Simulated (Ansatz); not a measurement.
# Starting-point dependence of the GW gap of C4S5O (Pc), part 2 of 2

One-shot GW is not self-consistent; how far does the start matter for C4S5O (Pc)?

Ansatz 0.2.0; G0W0 on several functionals, plane waves, PAW. Known limits of the many-body steps: not at the basis limit; coarse k mesh.

So far. Step 2 (G0W0 on PBEsol): The gap on the mesh goes from 1.54 eV to 2.94 eV, a correction of +1.40 eV. Between the two edge states, bare exchange in place of the xc potential would open the gap by 6.02 eV, and correlation takes back 4.62 eV.

In doubt: masses and optical values from hybrid runs of this build are listed as unsure (step 4), which bears on the screening that GW takes from such a start.

### 3. G0W0 on PBE

The same correction from a different start measures what one shot leaves open.

This step: G0W0 on PBE, plane waves, PAW; PAW set soft_1.

File input.yaml:

```yaml
crystal:
  lattice:
    - [3.9638, 0.0, 0.0]
    - [0.0, 11.0211, 0.0]
    - [-2.2503537532, 0.0, 8.5408209769]
  atoms:
    - { symbol: C, position: [0.9954444397, 0.1796739709, 0.3639247569] }
    - { symbol: C, position: [0.9954444397, 0.8203260291, 0.8639247569] }
    - { symbol: C, position: [0.4303161322, 0.201707041, 0.6372972353] }
    - { symbol: C, position: [0.4303161322, 0.798292959, 0.1372972353] }
    - { symbol: C, position: [0.7934383888, 0.3409955639, 0.8579692616] }
    - { symbol: C, position: [0.7934383888, 0.6590044361, 0.3579692616] }
    - { symbol: C, position: [0.3676703384, 0.3173331213, 0.5811982461] }
    - { symbol: C, position: [0.3676703384, 0.6826668787, 0.0811982461] }
    - { symbol: S, position: [0.7175656305, 0.1290236316, 0.2041229421] }
    - { symbol: S, position: [0.7175656305, 0.8709763684, 0.7041229421] }
    - { symbol: S, position: [0.2162793335, 0.0863359043, 0.5167550488] }
    - { symbol: S, position: [0.2162793335, 0.9136640957, 0.0167550488] }
    - { symbol: S, position: [0.7019628428, 0.181898402, 0.8234195846] }
    - { symbol: S, position: [0.7019628428, 0.818101598, 0.3234195846] }
    - { symbol: S, position: [0.0945683707, 0.3332646569, 0.3947420537] }
    - { symbol: S, position: [0.0945683707, 0.6667353431, 0.8947420537] }
    - { symbol: S, position: [0.5678526524, 0.4359530879, 0.6984529155] }
    - { symbol: S, position: [0.5678526524, 0.5640469121, 0.1984529155] }
    - { symbol: O, position: [-0.010268129, 0.3802644671, 0.9759479553] }
    - { symbol: O, position: [-0.010268129, 0.6197355329, 0.4759479553] }
kpoints:
  mp_grid: { grid: [4, 2, 2] }
hamiltonian:
  xc: pbe
  pseudopotentials: { kind: paw, azcp: { folder: soft_1 } }
scf:
  occupations: { method: fixed }
gw:
  n_empty_bands: 977
  ecut_chi: 110.0
  qp_bands: [v4, c4]
  qp_kpoints: band_edges
  screening: { model: contour_deformation }
```

Launch:

```console
$ ansatz run input.yaml --threads 2 --pin off --max-ram 92160MiB --backend cuda --events-out ev --progress --plain --runs-dir out --devices 1 --max-vram 13GiB
```

Numbers of over 12 decimals in the logs are rounded to 6 here.

What it wrote:

```text
GPUs: using 1 of 1 available (devices: 1).
[...]
GPU FFT provider: cuFFT
GPU libraries: cuBLAS 13.8.2, cuFFT 12.4.0, cuSOLVER 12.3.4
Crystal: 20 atoms, lattice volume = 373.109 Å³
Basis set: ecut = 420 eV, 7335 PW (Γ)
Bands: 72, of which v1, the nominal top of the filled ones, is band 52 counted from 1 (51 counted from 0)
Symmetry: 2 space group operations
[...]
k-points: 12 of 16 (time reversal used)
[...]
GPU buffer pool allocated for 121500 grid points (all kernels)
[...]
SCF iter   1: F=—  HF=-12165.171155 eV  |F-HF|=—  |Δ(HF+E_count)|=         —  Δρ=7.74e-2  dr2=4.25e1  ethr=3.10e-3  ⟨swp⟩=5.0  Hψ=3663  notcnv=0  defer=216
[...]
SCF iter  12: F=-12155.921767 eV  HF=-12155.921767 eV  |F-HF|=9.23e-9  |Δ(HF+E_count)|=   1.76e-7  Δρ=1.63e-6  dr2=1.58e-8  ethr=9.62e-11  ⟨swp⟩=15.2  Hψ=4762  notcnv=0
SCF 1 converged in 12 iterations: F = -12155.921767 eV  dr2 = 1.58e-8
[...]
NSCF: frozen V_eff on 12 k-points
[...]
G₀W₀ screening: q 1/12
[... further progress lines ...]
[...]
SCF converged after 12 iterations
Free energy (F): -12155.921767 eV
[...]
Internal energy: -12155.921767 eV  (E = F + TS)
E sigma→0 (E₀):  -12155.921767 eV
Fermi energy:    3.446139 eV
[...]
--- Band table (eV; the first three rows and the last of 12) ---
  k-point 0: bands = [... 48 lower, 2.5714, 2.9670, 3.0412, 3.0872, 5.6178, 5.6636, 6.3067, 6.3897, ... 16 higher]
  k-point 1: bands = [... 48 lower, 2.8486, 2.8486, 3.1818, 3.1818, 5.6629, 5.6629, 6.2919, 6.2919, ... 16 higher]
  k-point 2: bands = [... 48 lower, 2.5556, 2.8724, 3.0332, 3.1134, 5.6445, 5.6464, 6.4051, 6.4536, ... 16 higher]
  k-point 11: bands = [... 48 lower, 2.7838, 2.7838, 3.2330, 3.2330, 5.4066, 5.4066, 6.1303, 6.1303, ... 16 higher]
[...]
0    49      2.5714   -17.8394     2.4322   -14.5703  0.7151     1.6974     1.7344  root
     0    50      2.9670   -18.0616     2.1477   -15.0826  0.7297     2.1105     2.1357  root
     0    51      3.0412   -17.1633     1.5317   -14.9017  0.7365     2.2962     2.3113  root
     0    52      3.0872   -17.1680     1.5825   -14.8319  0.7360     2.3173     2.3336  root
     0    53      5.6178   -10.1988    -3.5009   -14.5045  0.7414     6.4408     6.4225  root
     0    54      5.6636   -10.2743    -3.4390   -14.5101  0.7423     6.4785     6.4604  root
     0    55      6.3067    -8.0558    -4.1208   -13.0355  0.7700     7.1852     7.1655  root
     0    56      6.3897    -9.0757    -4.3614   -14.4731  0.7598     7.4577     7.4256  root
[...]
11    53      5.4066    -9.3911    -3.5287   -13.6586  0.7497     6.1590     6.1454  root
    11    54      5.4066    -9.3911    -3.5287   -13.6586  0.7497     6.1590     6.1454  root
    11    55      6.1303    -9.6487    -3.9664   -14.6347  0.7493     7.1824     7.1500  root
    11    56      6.1303    -9.6487    -3.9664   -14.6347  0.7493     7.1824     7.1500  root
```

Run time: 2 min. Hardware: 1 × NVIDIA H100 80GB HBM3 (shared by 6 runs) with 2 threads of AMD EPYC 7R13 (Zen 3), shared host; peak memory 4.4 GiB.

This step gave:

```yaml
bands_summed: 1029
rpa_eps_infinity_on_this_mesh_eigenvalues: 2.528, 4.093, 5.150
plane_waves_in_the_screening_matrix: 983
q_points_in_the_mesh: 16
g0w0_gap_on_the_mesh: 2.992 eV
k_of_the_valence_top: -0.5, -0.5, 0
k_of_the_conduction_bottom: -0.5, 0, 0
starting_gap_on_the_mesh: 1.582 eV
z_at_the_valence_top: 0.7463
z_at_the_conduction_bottom: 0.7564
least_direct_g0w0_gap_on_the_computed_points: 3.067 eV
```

Against the run with 4×2×2 mesh, 977 empty bands, screening to 110 eV, PAW set soft_1 files on PBEsol, the gap moves by +0.06 eV, while the start moved by +0.05 eV.

### 4. G0W0 on HSE06

This step: G0W0 on HSE06, plane waves, PAW; PAW set soft_1.

Edit input.yaml of step 3 so:

```diff
@@ -29,3 +29,3 @@
 hamiltonian:
-  xc: pbe
+  xc: hse06
   pseudopotentials: { kind: paw, azcp: { folder: soft_1 } }
```

What it wrote:

```text
GPUs: using 1 of 1 available (devices: 1).
[...]
davidson cushion auto → on  (no smearing: the cushion is to keep the highest requested band from converging to the state above it; pin scf.eigensolver.cushion to override)
[...]
GPU FFT provider: cuFFT
GPU libraries: cuBLAS 13.8.2, cuFFT 12.4.0, cuSOLVER 12.3.4
Crystal: 20 atoms, lattice volume = 373.109 Å³
Basis set: ecut = 420 eV, 7335 PW (Γ)
[...]
0    55      6.7936    -7.6097    -3.8080   -12.0138  0.8085     7.3944     7.3897  root
     0    56      6.9406    -8.7787    -3.8102   -13.2780  0.7977     7.6368     7.6297  root
[...]
11    53      5.7220    -9.0478    -3.3351   -12.9744  0.7909     6.3180     6.3134  root
    11    54      5.7220    -9.0478    -3.3351   -12.9744  0.7909     6.3180     6.3134  root
    11    55      6.6146    -9.1106    -3.6591   -13.5403  0.7935     7.3943     7.3852  root
    11    56      6.6146    -9.1106    -3.6591   -13.5403  0.7935     7.3943     7.3852  root
[key lines of the parts left out:]
Free energy (F): -12159.662518 eV
Fermi energy:    2.952387 eV
```

Elapsed: 5.8 min, on 1 × NVIDIA H100 80GB HBM3 (shared by 6 runs) with 2 threads; peak memory 5 GiB; 7.2 min of CPU time.

Numbers from this step:

- bands summed: 1029
- RPA ε∞ on this mesh (eigenvalues): 2.283, 3.440, 4.213
- plane waves in the screening matrix: 983
- G0W0 gap on the mesh: 3.414 eV
- k of the valence top: -0.5, -0.5, 0
- k of the conduction bottom: -0.5, 0, 0
- starting gap on the mesh: 2.352 eV
- least direct G0W0 gap on the computed points: 3.491 eV

Against the run with 4×2×2 mesh, 977 empty bands, screening to 110 eV, PAW set soft_1 files on PBE, the gap moves by +0.42 eV, while the start moved by +0.77 eV.

### 5. Side by side

All on the 4×2×2 mesh with 977 empty bands and screening to 110 eV. Times are wall times on 1 × NVIDIA H100 80GB HBM3 (shared by 6 runs) with 2 threads of AMD EPYC 7R13 (Zen 3), shared host, good to a factor of about two.

| start | starting gap (eV) | shift (eV) | G0W0 gap (eV) | RPA ε∞ (harmonic mean) | Z (valence, conduction) | time |
| --- | --- | --- | --- | --- | --- | --- |
| PBEsol | 1.54 | +1.40 | 2.94 | 3.69 | 0.75, 0.76 | 87 s |
| PBE | 1.58 | +1.41 | 2.99 | 3.60 | 0.75, 0.76 | 2 min |
| HSE06 | 2.35 | +1.06 | 3.41 | 3.11 | 0.79, 0.80 | 5.8 min |

How the two edges are built up, in eV (the quasiparticle level is the starting level plus Σx plus Σc less Vxc):

| run | edge | start | Σx | Σc | Vxc | Z | QP |
| --- | --- | --- | --- | --- | --- | --- | --- |
| PBEsol | valence top | 3.39 | -17.06 | 1.25 | -15.11 | 0.75 | 2.70 |
| PBEsol | conduction bottom | 4.93 | -9.08 | -3.37 | -13.16 | 0.76 | 5.64 |
| PBE | valence top | 3.45 | -17.13 | 1.26 | -15.17 | 0.75 | 2.75 |
| PBE | conduction bottom | 5.03 | -9.15 | -3.35 | -13.22 | 0.76 | 5.74 |
| HSE06 | valence top | 2.95 | -17.13 | 1.11 | -15.54 | 0.79 | 2.47 |
| HSE06 | conduction bottom | 5.30 | -8.79 | -3.20 | -12.57 | 0.80 | 5.89 |

For a hybrid start, Vxc holds its share of exact exchange.

### 6. Results

| Quantity | Value |
| --- | --- |
| G0W0@PBEsol | 2.94 eV (start 1.54 eV) |
| G0W0@PBE | 2.99 eV (start 1.58 eV) |
| G0W0@HSE06 | 3.41 eV (start 2.35 eV) |
| known limits | not at the basis limit; coarse k mesh |

The starting gaps span 0.82 eV and the G0W0 gaps 0.48 eV. Between PBEsol and HSE06, 0.48 eV of the 0.82 eV survives, 59 %. HSE06 screens less than PBEsol (ε∞ 3.11 against 3.69). Of the 0.48 eV by which its G0W0 gap is higher, the correlation part gives +0.31 eV, and exchange with the one-particle terms, which follow the orbitals, +0.17 eV. The smallest correction, +1.06 eV, is on HSE06, the start nearest to reproducing itself. Bands and cutoff are finite, so the gap is not at the basis limit. The miss can reach some tenths of an eV and take either sign; the mesh is an error of its own. The 4×2×2 mesh is coarse for this cell (its supercell is 16 Å along the shortest edge). The RPA ε∞ on it, from the PBEsol start, is 2.60, 4.20 and 5.27; such meshes misread the long-range screening, most where the gap is narrow.

[Paths, hosts, dates, memory and timing lines, banners, echoed tables and standing remarks are left out of the program output.]

[Logs are printed without paths, hosts, clocks, repeated set-up lines and the standing remarks that a program may print on its own settings, such as how far it seeks lower states.]

[Runs of the session that timed out or met a known fault of the program may be left out.]

[Cells called generated may have been cut or substituted from an entry of the Crystallography Open Database or the Materials Project.]

[Hosts, paths, dates, database ids (printed as entryN), source tags and the programs' standing remarks are cut or masked in the printed files.]
